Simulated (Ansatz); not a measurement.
# AlN (F-43m):Tl_Al, thermodynamic levels from a 54-atom cell, part 2 of 2

Charge states of Tl_Al in AlN (F-43m), set against the band edges. Model: a cell of 54 host atoms with 1 Al taken out and 1 Tl put in.

Ansatz; place-levels on r2SCAN runs: charge-transition levels and formation energies with image-charge correction and potential alignment at the atomic sites; PAW set soft_1.

So far: The starting structure; The runs of each charge state.

## Step 3: place-levels, r2SCAN

A charged cell interacts with its images and the background, and its potential has another zero than the host's. place-levels removes the first by a point-charge model, screened by the static dielectric constant since the ions have relaxed around the charge, and the second by comparing potentials at atoms far from the defect.

The host is a run of the defect-free crystal in the same cutoffs, grids and k-points, so that basis and sampling errors cancel in part in the differences. The host is run in a cell of 2 atoms on a matching mesh. Its band edges are searched through the zone by a band path, so the gap is smaller than, or equal to, that on the mesh. Chemical potentials are energies per atom of Al (fcc) and Tl (hcp), run with the same functional and cutoff.

Contents of levels.point.yaml:

```yaml
host:
  run: host.point.run
states: [qm2.point.run, qm1_M1.point.run, q0.point.run, q0_M2.point.run, qp1_M1.point.run, qp1_M3.point.run, qm2_M2.point.run]
geometry_from:
  qm2.point.run: qm2.relax.run
  qm1_M1.point.run: qm1_M1.relax.run
  q0.point.run: q0.relax.run
  q0_M2.point.run: q0_M2.relax.run
  qp1_M1.point.run: qp1_M1.relax.run
  qp1_M3.point.run: qp1_M3.relax.run
  qm2_M2.point.run: qm2_M2.relax.run
  host.point.run: host.relax.run
chemical_potentials:
  Al:
    energy: -540.418346
    dataset: <sha256 of the dataset>
  Tl:
    energy: -11460.43654
    dataset: "<sha256 of the dataset>"
epsilon: 4.64
static_epsilon: 8.51
vertical:
  - { from: qm2.point.run, to: qm2.point_neutral.run }
  - { from: qm1_M1.point.run, to: qm1_M1.point_neutral.run }
  - { from: qp1_M1.point.run, to: qp1_M1.point_neutral.run }
  - { from: qp1_M3.point.run, to: qp1_M3.point_neutral.run }
  - { from: qm2_M2.point.run, to: qm2_M2.point_neutral.run }
```

On the command line:

```console
ansatz place-levels levels.point.yaml -- --threads 4 --pin off --max-ram 7536MiB
```

What it wrote:

```text
[... repeated set-up lines and file paths are left out, and long positions are rounded to six places ...]
(+1/0) 0.012 eV beneath the valence edge, in the valence band
(0/-1) 4.193 eV above the valence edge (+4.642 eV without the band-filling correction), in the conduction band
(-1/-2) 4.272 eV above the valence edge (+5.202 eV without the band-filling correction), in the conduction band
formation energy of charge +1: +6.144 eV with the Fermi level at the valence edge
formation energy of charge 0: +6.131 eV with the Fermi level at the valence edge
formation energy of charge -1: +10.324 eV with the Fermi level at the valence edge
formation energy of charge -2: +14.596 eV with the Fermi level at the valence edge
vertical -2 to 0: no energy, since no alignment is typed
  the change from vertical[0].from (qm2.point.run) to vertical[0].to (qm2.point_neutral.run): by its potential at epsilon 4.64 it stands at 0.372 0.704 0.706, with an rms radius of about 2.6 Å (1.5 1.5 1.5 Å across the planes of the cell's vectors); [...]
vertical -1 to 0: no energy, since no alignment is typed
  the change from vertical[1].from (qm1_M1.point.run) to vertical[1].to (qm1_M1.point_neutral.run): by its potential at epsilon 4.64 it stands at 0.369 0.702 0.702, with an rms radius of about 2.5 Å (1.4 1.4 1.4 Å across the planes of the cell's vectors); [...]
vertical +1 to 0: no energy, since no alignment is typed
  the change from vertical[2].from (qp1_M1.point.run) to vertical[2].to (qp1_M1.point_neutral.run): by its potential at epsilon 4.64 it stands at 0.416 0.752 0.739, with an rms radius of about 2.7 Å (1.2 1.2 2.1 Å across the planes of the cell's vectors); [...]
vertical +1 to 0: no energy, since no alignment is typed
  the change from vertical[3].from (qp1_M3.point.run) to vertical[3].to (qp1_M3.point_neutral.run): by its potential at epsilon 4.64 it stands at 0.487 0.821 0.821, with an rms radius of about 2.7 Å (1.5 1.5 1.5 Å across the planes of the cell's vectors); [...]
vertical -2 to 0: no energy, since no alignment is typed
  the change from vertical[4].from (qm2_M2.point.run) to vertical[4].to (qm2_M2.point_neutral.run): by its potential at epsilon 4.64 it stands at 0.230 0.563 0.665, with an rms radius of about 3.7 Å (2.4 2.4 1.3 Å across the planes of the cell's vectors); [...]
  edges by r2scan, gap 3.918 eV; the host is sampled to repeats of 18.54 Å
  the defect's cells are sampled to repeats of 18.54 Å, like sampling
  charge +1: -35988.4093 eV with its correction of +0.629 eV, at epsilon 8.51, aligned at sites: +0.3332 eV, mean over 19 atomic sites at or beyond 4.63 Å from the host's site at [0.3332, 0.6666, 0.6666] by the defect at [0.3333, 0.6667, 0.6667], with [...]
  charge 0: +0.000 eV for its dipole among its images, +0.000 omitted
  charge -1: -35970.3782 eV with its correction of -0.181 eV, at epsilon 8.51, aligned at sites: +0.4773 eV, mean over 19 atomic sites at or beyond 4.63 Å from the host's site at [0.3332, 0.6666, 0.6666] by the defect at [0.3333, 0.6667, 0.6667], with [...]
  charge -2: -35958.4757 eV with its correction of +0.110 eV, at epsilon 8.51, aligned at sites: +0.5371 eV, mean over 19 atomic sites at or beyond 4.63 Å from the host's site at [0.3332, 0.6666, 0.6666] by the defect at [0.3333, 0.6667, 0.6667], with [...]
  charge +1: states[5] (qp1_M3.point.run) stands 3.376 eV higher, with a moment of 3.00 μB against 1.00
  charge 0: states[3] (q0_M2.point.run) stands 3.706 eV higher, with a moment of 2.00 μB against 0.00
  charge -2: states[6] (qm2_M2.point.run) stands 0.185 eV higher, with a moment of 2.00 μB against 0.00
  of states[4] (qp1_M1.point.run): it parts from the run at its places by a charge that spreads by about 2.1 Å along one vector (1.3 Å or more is wide), by its potential at epsilon 4.64, taken for that of held ions (one typed too small widens it), where the [...]
  of states[2] (q0.point.run): its alignment with the host at atomic sites is doubtful: the mean over the far sites moves by +0.1902 eV from their farther parts to their nearer, more than 0.05 eV. [...]
  of states[1] (qm1_M1.point.run): it parts from the run at its places by a charge that spreads by about 1.4 Å along one vector (1.3 Å or more is wide), by its potential at epsilon 4.64, taken for that of held ions (one typed too small widens it), where the [...]
  of states[0] (qm2.point.run): it parts from the run at its places by a charge that spreads by about 1.5 Å along one vector (1.3 Å or more is wide), by its potential at epsilon 4.64, taken for that of held ions (one typed too small widens it), where the cell [...]
  of states[5] (qp1_M3.point.run): it parts from the run at its places by a charge that spreads by about 1.5 Å along one vector (1.3 Å or more is wide), by its potential at epsilon 4.64, taken for that of held ions (one typed too small widens it), where the [...]
  of states[3] (q0_M2.point.run): its alignment with the host at atomic sites is doubtful: the mean over the far sites moves by +0.1836 eV from their farther parts to their nearer, more than 0.05 eV. [...]
  of states[6] (qm2_M2.point.run): it parts from the run at its places by a charge that spreads by about 2.4 Å along one vector (1.3 Å or more is wide), by its potential at epsilon 4.64, taken for that of held ions (one typed too small widens it), where the [...]
  of vertical[0].from (qm2.point.run): it parts from the run at its places by a charge that spreads by about 1.5 Å along one vector (1.3 Å or more is wide), by its potential at epsilon 4.64, taken for that of held ions (one typed too small widens it), where [...]
  of vertical[1].from (qm1_M1.point.run): stability_check_not_made; [...]
  of vertical[2].from (qp1_M1.point.run): stability_check_not_made; [...]
  of vertical[3].from (qp1_M3.point.run): its moments are held at its close (magnetization.spin_locking), by a field of 1.250 eV a Bohr magneton, and its energy and levels are of the state that this holds: a run that lets them go can end lower; [...]
  of vertical[4].from (qm2_M2.point.run): its displacements don't fall off away from the defect: farther atoms stand 0.018 Å off the host's places. [...]
  of vertical[4].to (qm2_M2.point_neutral.run): its displacements don't fall off away from the defect: farther atoms stand 0.018 Å off the host's places. [...]
```

Run time: 1.2 s. Hardware: 4 threads of Intel Xeon Platinum 8259CL at 2.50GHz (Skylake/Cascade Lake), shared host.

Levels between the charges placed, in eV above the valence top:

|  | gap (eV) | (+1/0) | (0/−1) | (−1/−2) |
| --- | --- | --- | --- | --- |
| r2SCAN | 3.92 | -0.01 | 4.19 | 4.27 |

Corrections by state:

| charge | moment (μB) | image terms and alignment (eV) | band filling (eV) | ε used | over the lowest of its charge, as the program ranks them, band filling apart (eV) |
| --- | --- | --- | --- | --- | --- |
| +1 | 1.0 | 0.629 | - | 8.51 | 0.000 |
| 0 | 0.0 | 0.000 | - | - | 0.000 |
| −1 | 1.0 | -0.181 | -0.450 | 8.51 | 0.000 |
| −2 | 0.0 | 0.110 | -1.379 | 8.51 | 0.000 |
| +1 | 3.0 | 0.618 | - | 8.51 | 3.376 |
| 0 | 2.0 | 0.000 | - | - | 3.706 |
| −2 | 2.0 | 0.145 | - | 8.51 | 0.185 |

The charged structures listed were also run neutral, and place-levels reads from each pair, by the potential or the spins, how wide the charge is by which they differ; that can be the carrier of either run.

```csv
charge,rms radius (Å),spread where it is widest against the cell (Å),wide from (Å),reading
+1,2.7,2.07,1.31,wide
−1,2.5,1.43,1.31,wide
−2,2.6,1.49,1.31,wide
```

The neutral runs of these pairs need not share the spin of the lowest neutral state, and very wide values only mean spread over the cell.

From the program's caveats on the states, each cut to its opening words:

- charge +1 (1 μB): it parts from the run at its places by a charge that spreads by about 2.1 Å along one vector (1.3 Å or more is wide), by its potential at epsilon 4.64, taken [...]
- charge +1 (1 μB): the host's ions (past the first shell or, of a walk that freed a part, those that it held) aren't shown at rest: they stand up to 0.078 Å off their sites, 2.06 [...]
- charge +1 (1 μB), −1 (1 μB), +1 (3 μB), 0 (2 μB), −2 (2 μB): flagged: stability check not made
- charge 0: its alignment with the host at atomic sites is doubtful: the mean over the far sites moves by +0.1902 eV from their farther parts to their nearer, more than [...]
- charge −1 (1 μB): it parts from the run at its places by a charge that spreads by about 1.4 Å along one vector (1.3 Å or more is wide), by its potential at epsilon 4.64, taken [...]
- charge −1 (1 μB): a band-filling correction moves a carrier to the host's band edge, which changes its energy by -0.450 eV
- charge −1 (1 μB): its alignment with the host at atomic sites is doubtful: the mean over the far sites moves by +0.2700 eV from their farther parts to their nearer, more than [...]
- charge −1 (1 μB): the host's ions (past the first shell or, of a walk that freed a part, those that it held) aren't shown at rest: they stand up to 0.036 Å off their sites, 1.13 [...]
- charge −2, +1 (3 μB): it parts from the run at its places by a charge that spreads by about 1.5 Å along one vector (1.3 Å or more is wide), by its potential at epsilon 4.64, taken [...]
- charge −2: a band-filling correction moves a carrier to the host's band edge, which changes its energy by -1.379 eV
- charge −2: its alignment with the host at atomic sites is doubtful: the mean over the far sites moves by +0.3515 eV from their farther parts to their nearer, more than [...]
- charge −2: the host's ions (past the first shell or, of a walk that freed a part, those that it held) aren't shown at rest: they stand up to 0.029 Å off their sites, 0.37 [...]
- charge +1 (3 μB): the host's ions (past the first shell or, of a walk that freed a part, those that it held) aren't shown at rest: they stand up to 0.083 Å off their sites, 2.30 [...]
- charge +1 (3 μB): its moments are held at its close (magnetization.spin_locking), by a field of 1.250 eV a Bohr magneton, and its energy and levels are of the state that this [...]

The host's formation energy from the elements is -1.603 eV per atom; it sets how far the chemical potentials can move.

Formation energies (eV), Al-rich (Δμ(Al) = 0.00 eV, Δμ(N) = -3.21 eV, Δμ(Tl) = 0.00 eV):

```csv
charge,Fermi level at the valence top,at the conduction bottom
+1,6.14,10.06
0,6.13,6.13
−1,10.32,6.41
−2,14.60,6.76
```

Formation energies (eV), N-rich (Δμ(N) = 0.00 eV, Δμ(Al) = -3.21 eV, Δμ(Tl) = 0.00 eV):

```
charge  Fermi level at the valence top  at the conduction bottom
    +1                            2.94                      6.86
     0                            2.93                      2.93
    −1                            7.12                      3.20
    −2                           11.39                      3.55
```

## Step 4: Effect of the sampling

The relaxations' own energies give the levels at their sampling, for comparison.

Contents of levels.relax_mesh.yaml:

```yaml
host:
  run: host.relax.run
states: [qm2.relax.run, qm1_M1.relax.run, q0.relax.run, q0_M2.relax.run, qp1_M1.relax.run, qp1_M3.relax.run, qm2_M2.relax.run]
chemical_potentials:
  Al:
    energy: -540.418346
    dataset: <sha256 of the dataset>
  Tl:
    energy: -11460.43654
    dataset: "<sha256 of the dataset>"
```

On the command line:

```console
ansatz place-levels levels.relax_mesh.yaml -- --threads 4 --pin off --max-ram 7536MiB
```

What it wrote:

```text
(+1/0) 0.087 eV above the valence edge, 3.784 eV under the conduction edge
[...]
formation energy of charge +1: +6.081 eV with the Fermi level at the valence edge
formation energy of charge 0: +6.168 eV with the Fermi level at the valence edge
formation energy of charge -1: +10.239 eV with the Fermi level at the valence edge
formation energy of charge -2: +14.132 eV with the Fermi level at the valence edge
  edges by r2scan, gap 3.870 eV; the host is sampled to repeats of 9.27 Å
[... the lines on each state left out ...]
```

It took 0.32 s on 4 threads.

Levels between neighbouring charges, in eV above the valence top:

```csv
,gap (eV),(+1/0),(0/−1),(−1/−2)
"one point at (¼, ¼, ¼)",3.87,0.09,4.07,3.89
a 2×2×2 shifted mesh,3.92,-0.01,4.19,4.27
```

Going from one point at (¼, ¼, ¼) to a 2×2×2 shifted mesh moves the levels that carry no band-filling term by up to 0.10 eV and formation energies against the elements by up to 0.46 eV; band-filling terms, which differ between samplings, are in these energies.

## Step 5: Outcome

```json
{
  "gap of the host": "3.92 eV (r2SCAN)",
  "level (plus 1/0)": "0.01 eV below the valence top",
  "level (0/minus 1)": "4.19 eV above the valence top, past the conduction bottom (4.64 eV above the valence top without the band-filling term)",
  "level (minus 1/minus 2)": "4.27 eV above the valence top, past the conduction bottom (5.20 eV above the valence top without the band-filling term)",
  "lowest of the charges placed, just above the valence top (0.02 eV)": "0",
  "lowest of the charges placed, just below the conduction bottom (0.02 eV)": "0",
  "lowest formation energy at mid-gap of the charges run, Al-rich": "6.13 eV",
  "lowest formation energy at mid-gap of the charges run, N-rich": "2.93 eV"
}
```

**Reading.** Of the charges placed (−2, −1, 0 and +1), 0 is the lowest from 0.02 eV above the valence top to 0.02 eV below the conduction bottom, a gap of 3.92 eV. (+1/0) lies 0.01 eV from a band edge, less than the doubt on such levels. States placed: +1 at 1 μB and 3 μB; 0 at 0 μB and 2 μB; −1 at 1 μB; −2 at 0 μB and 2 μB. Other spin states or structures, where not listed, weren't placed. The program finds carriers beyond a band edge of the host and adds a band-filling term at charge −2 (-1.38 eV) and −1 (-0.45 eV); steps to such a charge show no bound level, and a defect level inside a band would be read the same way. Tl is taken at its element; compounds, which aren't counted here, bound the chemical potentials and would shift these formation energies. Going from one point at (¼, ¼, ¼) to a 2×2×2 shifted mesh moves the levels that carry no band-filling term by up to 0.10 eV and formation energies against the elements by up to 0.46 eV; band-filling terms, which differ between samplings, are in these energies. The program doubts the alignment of potentials for at least one state, a sign that the cell is small. Limits: r2SCAN makes the gap too small and tends to spread out bound carriers; where a gas molecule sets a chemical potential or the host's formation energy, its binding is uncorrected; spin–orbit coupling, which can matter with heavy atoms, is left out; force components of up to 0.49 eV/Å remain in a run at the final settings.

[Logs are printed without paths, hosts, clocks, repeated set-up lines and the standing remarks that a program may print on its own settings, such as how far it seeks lower states.]

[Hosts, paths, dates, database ids (printed as entryN), source tags and the programs' standing remarks are cut or masked in the printed files.]

[Where a table of states has a column of steps, it counts the stored structures, which are thinned; the runs took as many ionic steps or more.]

[A defect's name tells the site on which it was built; relaxed atoms can leave that site.]

[For some hosts the program warned that the k-mesh of the response run may be too coarse for force constants and the static dielectric constant; such warnings are not shown here.]
